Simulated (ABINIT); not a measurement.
Planning a run of ABINIT 10.8.3 on PbSe (Clausthalite). The input:

```
acell 3*1.0 Angstrom
rprim 
  -0.000000000000 3.060650000000 3.060650000000
  3.060650000000 -0.000000000000 3.060650000000
  3.060650000000 3.060650000000 -0.000000000000
ntypat 2
znucl 82 34
natom 2
typat 1 2
xred 
  0.000000000000 0.000000000000 0.000000000000
  0.500000000000 0.500000000000 0.500000000000
pp_dirpath "pseudos"
pseudos "Pb.upf, Se.upf"
ecut 48
ngkpt 4 4 4
nshiftk 1
shiftk 0 0 0
kptopt 1
chksymbreak 0
iscf -2
irdden 1
istwfk *1
nband 50
nbdbuf 4
tolwfr 1e-09
nstep 60
prtvol 0
indata_prefix "in"
outdata_prefix "out"
tmpdata_prefix "tmp"
```

```sh
OMP_NUM_THREADS=1 mpirun -n 8 abinit run.abi > log
```

Estimate wall time and host memory on 8 MPI ranks of Arm Neoverse N1, shared host.

It took 23 s; on shared hardware allow 12 s to 47 s. Peak host memory was 0.61 GiB.

[Paths, hosts, dates, memory and timing lines, banners, echoed tables and standing remarks are left out of the program output.]

[Logs are printed without paths, hosts, clocks, repeated set-up lines and the standing remarks that a program may print on its own settings, such as how far it seeks lower states.]

[Runs of the session that timed out or met a known fault of the program may be left out.]

[Hosts, paths, dates, database ids (printed as entryN), source tags and the programs' standing remarks are cut or masked in the printed files.]

[G0W0 gaps are taken among the corrected bands and points alone; a level outside them can change the order at an edge.]

[Where Ansatz stands beside ABINIT at settings called matched, ABINIT's density can come from a denser mesh and the files from another edition; pairs whose starting gaps differed by over 0.03 eV were left out, so agreement reads better than it is.]
